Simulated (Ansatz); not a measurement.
# Li3ClO (model cell, started as antiperovskite): phonons and vibrational spectra, part 2 of 2

Aim: the vibrations of Li3ClO (model cell, started as antiperovskite), their spectra, and whether the structure is stable.

Ansatz 0.2.0; DFT PBEsol, scalar-relativistic, plane waves, PAW.

So far. Step 4 (Tight relaxation): The forces vanish by symmetry and the pressure is -0.005 GPa, within the tolerances set. The cell now holds 11.32 Å³/atom. Step 5 (Linear response at the zone centre): Before it was imposed, the acoustic sum rule was missed by 3.4e-4 eV/Å² and the charge sum rule by 8.3e-6 e. Small misses are needed for a sound result but don't prove that mesh and cutoff are converged. The lowest optical mode is real, 151 cm⁻¹. The relaxed cell has a = 3.840 Å (conventional setting).

### 6. Response at finite wavevector

Stability and thermal properties need the whole zone. Linear response on a 4×4×4 q mesh gives force constants as far as a supercell of that size would, and the tensors from the zone-centre run are typed in so that the long-range dipole term is interpolated apart.

Contents of input.yaml:

```yaml
crystal:
  lattice:
    - [3.839609949, 0.0, 0.0]
    - [0.0, 3.839609949, 0.0]
    - [0.0, 0.0, 3.839609949]
  atoms:
    - { symbol: Cl, position: [0.0, 0.0, 0.0] }
    - { symbol: O, position: [0.5, 0.5, 0.5] }
    - { symbol: Li, position: [0.5, 0.5, 0.0] }
    - { symbol: Li, position: [0.5, 0.0, 0.5] }
    - { symbol: Li, position: [0.0, 0.5, 0.5] }
kpoints:
  mp_grid: { grid: [8, 8, 8] }
hamiltonian:
  xc: pbesol
scf:
  occupations: { method: fixed }
output:
  eigenvalues: true
phonons:
  method: dfpt
  qmesh: [4, 4, 4]
  temperatures: { t_max: 1000, t_step: 50 }
  qpath:
    path:
      - [[0.0, 0.0, 0.0], [0.0, 0.5, 0.0], [0.5, 0.5, 0.0], [0.0, 0.0, 0.0], [0.5, 0.5, 0.5], [0.0, 0.5, 0.0]]
      - [[0.5, 0.5, 0.5], [0.5, 0.5, 0.0]]
    npoints: 10
  non_analytic_term:
    high_frequency_dielectric_tensor: [[3.2352, 0.0, 0.0], [0.0, 3.2352, 0.0], [0.0, 0.0, 3.2352]]
    born_effective_charges:
      - { species: Cl, tensor: [[-1.2663, 0.0, 0.0], [0.0, -1.2663, 0.0], [0.0, 0.0, -1.2663]] }
      - { species: O, tensor: [[-2.0221, 0.0, 0.0], [0.0, -2.0221, 0.0], [0.0, 0.0, -2.0221]] }
      - { species: Li, tensor: [[1.147, 0.0, 0.0], [0.0, 1.147, 0.0], [0.0, 0.0, 0.9944]] }
      - { species: Li, tensor: [[1.147, 0.0, 0.0], [0.0, 0.9944, 0.0], [0.0, 0.0, 1.147]] }
      - { species: Li, tensor: [[0.9944, 0.0, 0.0], [0.0, 1.147, 0.0], [0.0, 0.0, 1.147]] }
    source: "zone-centre run at this cell"
```

Launch:

```bash
> ansatz run input.yaml --threads 8 --pin off --max-ram 14336MiB --backend cpu --events-out ev --progress --plain --runs-dir out
```

Numbers of over 12 decimals in the logs are rounded to 6 here.

Log:

```text
[...]
Crystal: 5 atoms, lattice volume = 56.606 Å³
Basis set: ecut = 420 eV, 1141 PW (Γ), exchange–correlation on 54×54×54 points (8 copies of the dense FFT grid, shifted against one another)
Bands: 16, of which v1, the nominal top of the filled ones, is band 11 counted from 1 (10 counted from 0)
Symmetry: 48 space group operations
k-points: 35 of 512
[...]
SCF iter   1: F=—  HF=-2237.312780 eV  |F-HF|=—  |Δ(HF+E_count)|=         —  Δρ=9.42e-3  dr2=4.46e-2  ethr=1.77e-3  ⟨swp⟩=4.3  Hψ=2460  notcnv=0  defer=47
[...]
SCF iter   8: F=-2237.298442 eV  HF=-2237.298442 eV  |F-HF|=0.00e0  |Δ(HF+E_count)|=  8.91e-11  Δρ=1.07e-7  dr2=6.43e-12  ethr=1.00e-12  ⟨swp⟩=9.9  Hψ=3010  notcnv=0
SCF 1 converged in 8 iterations: F = -2237.298442 eV  dr2 = 6.43e-12
[...]
NSCF: frozen V_eff on 35 k-points
[...]
DFPT response loops at q = (0, 0, 0) (fractional): preconditioner auto → none (the input reference at scf.mixing.eps_inf says where Resta's filter doesn't serve); β = 0.50; Broyden in place of MSR1
[...]
SCF converged after 8 iterations
Free energy (F): -2237.298442 eV
[...]
Internal energy: -2237.298442 eV  (E = F + TS)
E sigma→0 (E₀):  -2237.298442 eV
Fermi energy:    3.347983 eV
[...]
--- Band table (eV; the first three rows and the last of 35) ---
  k-point 0: bands = [... 7 lower, 0.2262, 2.8031, 2.8031, 2.8031, 8.2859, 10.2303, 10.2303, 15.3370, ... 1 higher]
  k-point 1: bands = [... 7 lower, 0.2998, 2.6844, 2.7353, 2.7353, 8.5557, 10.1416, 10.5947, 14.1380, ... 1 higher]
  k-point 2: bands = [... 7 lower, 0.5021, 2.4771, 2.5428, 2.5428, 9.1266, 9.9426, 11.6042, 13.0928, ... 1 higher]
  k-point 34: bands = [... 7 lower, -0.4154, 2.5702, 2.5702, 2.5702, 12.1674, 12.1674, 12.1674, 12.2420, ... 1 higher]
--- Phonons (Γ-DFPT): 4 representative perturbations + reference (Σ response iterations 13) ---
  ASR residual: 2.891e-4 → 0.000e0 eV/Å²; symmetrization residual: 1.035e-6 eV/Å²
  ASR residual per site (eV/Å²): 7.42e-5 2.25e-4 2.89e-4 2.89e-4 2.89e-4
[...]
--- Phonons (arbitrary-q DFPT): 10 irreducible q on the 4×4×4 mesh ---
  q = [0.0000, 0.0000, 0.0000] (star 1, of the zone-centre solve; hermiticity 2.64e-7, symmetrization 2.18e-13): -0.00 0.00 0.00 151.07 151.07 151.07 223.75 223.75 223.75 372.06 372.06 372.06 557.58 557.58 557.58
  q = [0.0000, 0.0000, 0.2500] (star 6, 9 solved perturbations in 1560 linear systems a pass and spin channel, the states on 200 of 512 k-point pairs; hermiticity 1.40e-7, symmetrization 2.27e-13): 91.35 91.35 129.04 154.03 154.03 235.75 235.75 240.15 252.35 364.65 364.65 488.89 555.97 555.97 623.63
[...]
q = [0.0000, 0.2500, -0.5000] (star 12, 15 solved perturbations on 200 of 512 k-point pairs; hermiticity 1.65e-7, symmetrization 1.29e-14): 123.59 125.35 143.09 145.10 195.88 207.46 256.67 257.63 332.17 365.61 379.05 487.51 528.96 552.90 601.19
[...]
sum rule: each row above includes the acoustic sum rule's correction from the zone centre's row sums; it moved no ω² by more than (3.37 cm⁻¹)²
  mesh force constants: q→R imaginary residual 1.27e-18; ASR residual 2.891e-4 → 0.000e0 eV/Å²; symmetrization residual 1.066e-14 eV/Å²
  interpolated dispersion: 63 rows × 15 modes
  density of states and harmonic sums: on the 16×16×16 q-mesh, interpolated from the force constants of a 4×4×4 supercell (with the dipole–dipole term of supplied tensors)
  largest difference from the sums on the solved wave vectors: F 8.48e-3 eV, S 1.25e-5 and C_V 3.93e-6 eV/K
  zero-point energy: 0.287331 eV/cell   skipped modes (ω ≤ 0): 3   left out of the sums: 4.88e-5 of the cell's modes: C_V's classical limit lies that fraction below 3 k_B per atom; for a crystal, a wire or a layer, F and S can be off by more, and a phonons.interpolated_qmesh denser along its periods is the remedy for the sampling
```

The job ended after 2.1 min (8 threads of Arm Neoverse V2, shared host; peak memory 1.3 GiB).

Numbers from this step:

```yaml
sum_rule_residual_before_enforcement: 2.89e-4 eV/Å²
lowest_frequency_on_the_path: 0 cm⁻¹
highest_frequency_on_the_path_or_at_a_solved_wavevector: 656.7 cm⁻¹
mean_frequency: 309 cm⁻¹
debye_temperature_second_moment: 651 K
logarithmic_mean_frequency: 262.9 cm⁻¹
lowest_mode_on_the_q_mesh_acoustic_modes_at_gamma_apart: 44.82 cm⁻¹
zero_point_energy_per_atom: 57.47 meV
heat_capacity_at_300_k: 20.31 J/(mol atoms K)
vibrational_entropy_at_300_k: 21.76 J/(mol atoms K)
```

Frequencies (cm⁻¹) solved at each irreducible wavevector; negative means imaginary. Frequencies by wavevector, by row:

| q in reciprocal lattice units | star | mode 1 | mode 2 | mode 3 | mode 4 | mode 13 | mode 14 | mode 15 |
| --- | --- | --- | --- | --- | --- | --- | --- | --- |
| 0 0 0 | 1 | 0 | 0 | 0 | 151.1 | 557.6 | 557.6 | 557.6 |
| 0 0 0.25 | 6 | 91.3 | 91.3 | 129 | 154 | 556 | 556 | 623.6 |
| 0 0 -0.5 | 3 | 127.2 | 127.2 | 157.7 | 157.7 | 554.4 | 554.4 | 564 |
| 0 0.25 0.25 | 12 | 97.5 | 115.2 | 148.7 | 159.1 | 514.2 | 554.4 | 623.1 |
| 0 0.25 -0.5 | 12 | 123.6 | 125.3 | 143.1 | 145.1 | 529 | 552.9 | 601.2 |
| 0 -0.5 -0.5 | 3 | 64.2 | 119.9 | 119.9 | 123.3 | 489.4 | 551.5 | 620 |
| 0.25 0.25 0.25 | 8 | 116.5 | 116.5 | 141.3 | 157.1 | 513.6 | 513.6 | 635.1 |
| 0.25 0.25 -0.5 | 12 | 122.2 | 132.4 | 137.1 | 137.9 | 484.3 | 513 | 635.6 |
| 0.25 -0.5 -0.5 | 6 | 55.4 | 133.9 | 133.9 | 135.8 | 445.7 | 498.2 | 649.1 |
| -0.5 -0.5 -0.5 | 1 | 44.8 | 44.8 | 44.8 | 146.6 | 445.8 | 445.8 | 656.7 |

Interpolated from a 4×4×4 q mesh, with the LO-TO term (at Γ the limit along the path; where Γ stands inside the path, tables give the limit on arrival). The phonon branches at the labelled points (cm⁻¹):

```
    point  branch 1  branch 2  branch 3  branch 4  branch 12  branch 13  branch 14  branch 15
        Γ         0         0         0       151        470        558        558        650
  halfway        91        91       129       154        489        556        556        624
        X       127       127       158       158        542        554        554        564
  halfway       124       125       143       145        488        529        553        601
        M        64       120       120       123        446        489        552        620
  halfway        98       115       149       159        501        514        554        623
        Γ         0         0         0       151        470        558        558        650
  halfway       116       116       141       157        486        514        514        635
        R        45        45        45       147        409        446        446        657
  halfway       122       132       137       138        478        484        513        636
        X       127       127       158       158        542        554        554        564
jump to R        45        45        45       147        409        446        446        657
  halfway        55       134       134       136        428        446        498        649
        M        64       120       120       123        446        489        552        620
```

Tetrahedra on a 16×16×16 mesh, mean over bins of 10 cm-1. Interpolated from a 4×4×4 q mesh. Phonon density of states against wavenumber; read off at these points:

```csv
wavenumber (cm⁻¹),phonon density of states (1/cm⁻¹/cell)
5,1.0e-5
25,2.4e-4
45,0.0012
55,0.00325
75,0.00952
95,0.0176
115,0.0498
125,0.0986
145,0.0659
165,0.0484
185,0.0185
195,0.0206
215,0.0169
235,0.0308
255,0.021
265,0.0234
285,0.0198
305,0.0193
325,0.0218
335,0.0265
355,0.0446
375,0.0475
395,0.0216
405,0.0147
425,0.00202
445,0.00435
465,0.0153
475,0.0208
495,0.0413
515,0.0236
535,0.0255
545,0.0359
565,2.2e-4
585,0.00237
605,0.00879
615,0.0203
635,0.0207
655,0.00565
```

The partial phonon density of states has structure finer than the step of the table below, so its rows give means over 25 cm⁻¹, whole bins alone (the curve runs from -10 to 686 cm⁻¹). Peaks (cm⁻¹: height): Cl 125.8: 0.0775; Li 160.8: 0.0454, 195.8: 0.0230, 230.8: 0.0247, 362.2: 0.0232, 493.6: 0.0300, 550.5: 0.0321, 625.0: 0.0191; O 160.8: 0.00618, 371.0: 0.0240, 550.5: 0.0103, 629.3: 0.00371.

Phonopy on the run's constants, 15x15x15 mesh, Gaussian sigma 5.0 cm-1. Interpolated from a 4×4×4 q mesh. The partial phonon density of states by wavenumber; means over each step; values in 1/cm⁻¹/cell:

```
wavenumber (cm⁻¹)       Cl       Li        O
               25   2.0e-4   1.1e-4   8.4e-5
               50   8.7e-4  0.00174   3.1e-4
               75  0.00275  0.00631   7.4e-4
              100   0.0129  0.00997  0.00167
              125   0.0617   0.0115  0.00204
              150   0.0326   0.0256  0.00310
              175  0.00380   0.0255  0.00353
              200   2.5e-4   0.0199  0.00194
              225  0.00102   0.0205  0.00305
              250   4.3e-4   0.0212  0.00371
              275   1.3e-4   0.0171  0.00361
              300   7.0e-5   0.0146  0.00447
              325   1.3e-4   0.0149  0.00688
              350   4.6e-4   0.0203   0.0158
              375  0.00130   0.0195   0.0215
              400   6.9e-4  0.00624   0.0117
              425   1.5e-4  0.00132  0.00285
              450   7.6e-5  0.00680  0.00175
              475   1.0e-4   0.0171  0.00434
              500   1.0e-4   0.0252  0.00686
              525   5.8e-5   0.0176  0.00644
              550   1.9e-5   0.0226  0.00744
              575   5.8e-6  0.00180   5.4e-4
              600   4.2e-5  0.00653  0.00125
              625   1.0e-4   0.0175  0.00327
              650   2.4e-5  0.00848  0.00120
```

Harmonic thermodynamic functions per atom, from the density of states. Interpolated from a 4×4×4 q mesh. Thermodynamic functions, by row:

```
T (K)  F_vib (meV/atom)  S (J/mol-atom/K)  C_V (J/mol-atom/K)
    0             57.47                 0                   0
   50             57.32             1.165               3.217
  100              55.7             5.292               9.116
  200             45.52             14.22               16.68
  300             26.73             21.76               20.31
  400               0.9             27.88               22.07
  500            -30.68             32.91               23.01
  600            -67.05             37.16               23.57
  700            -107.5             40.82               23.91
  800            -151.5             44.03               24.15
  900            -198.7             46.88               24.31
 1000            -248.6             49.45               24.43
```

Harmonic mean-square displacement, third of the trace. Interpolated from a 4×4×4 q mesh. Mean square displacements, by row:

| T (K) | Cl1 U_eq (Å²) | O2 U_eq (Å²) | Li3 U_eq (Å²) | Li4 U_eq (Å²) | Li5 U_eq (Å²) |
| --- | --- | --- | --- | --- | --- |
| 0 | 0.00371 | 0.00334 | 0.00955 | 0.00955 | 0.00955 |
| 100 | 0.00537 | 0.00388 | 0.01187 | 0.01187 | 0.01187 |
| 300 | 0.01328 | 0.00701 | 0.02436 | 0.02436 | 0.02436 |
| 600 | 0.02599 | 0.01283 | 0.04598 | 0.04598 | 0.04598 |

Symmetry leaves 10 wavevectors to solve. The lowest mode among them, the acoustic zeros apart, lies at q = (-0.5, -0.5, -0.5) and is real, 44.8 cm⁻¹.

### 7. Summary of results

```json
{
  "space group after relaxation (within 0.01 Å)": "Pm-3m",
  "volume per atom": "11.3 Å³",
  "gap on the k-mesh": "4.75 eV",
  "highest optical mode at the zone centre (no LO-TO term)": "558 cm⁻¹",
  "top of the zone-centre spectrum with the field": "650 cm⁻¹",
  "lowest optical zone-centre mode": "151 cm⁻¹",
  "mean high-frequency dielectric constant": "3.24",
  "mean static dielectric constant": "15.3",
  "largest Born charge (third of the trace)": "-2.02 e",
  "lowest mode on the q mesh (acoustic modes at Γ apart)": "44.8 cm⁻¹",
  "highest frequency on the path or at a solved wavevector": "657 cm⁻¹",
  "zero-point energy per atom": "57.5 meV",
  "heat capacity at 300 K": "20.3 J/(mol atoms K)",
  "vibrational entropy at 300 K": "21.8 J/(mol atoms K)",
  "Debye temperature (second moment)": "651 K",
  "imaginary modes on the 4×4×4 q mesh": "none"
}
```

The structure is a minimum as far as tested: no mode is imaginary at the 10 irreducible wavevectors of the 4×4×4 mesh, and the softest away from the acoustic zeros lies at 45 cm⁻¹. Without the field, the optical modes at Γ span 151 to 558 cm⁻¹. The highest mode in this list at Γ, 557.6 cm⁻¹, is mostly motion of Li (80 % of the kinetic energy). With the macroscopic field of the longitudinal modes the top of the zone-centre spectrum lies at 650 cm⁻¹, against 558 cm⁻¹ without it. Lattice motion raises the mean dielectric constant from 3.235 to 15.30. The strongest infrared line is at 372 cm⁻¹. The starting cell was built on a prototype and not taken from a measurement, so the phase need not exist. These are harmonic frequencies at zero temperature: anharmonic shifts, linewidths and thermal expansion are left out.

[Logs are printed without paths, hosts, clocks, repeated set-up lines and the standing remarks that a program may print on its own settings, such as how far it seeks lower states.]

[Hosts, paths, dates, database ids (printed as entryN), source tags and the programs' standing remarks are cut or masked in the printed files.]
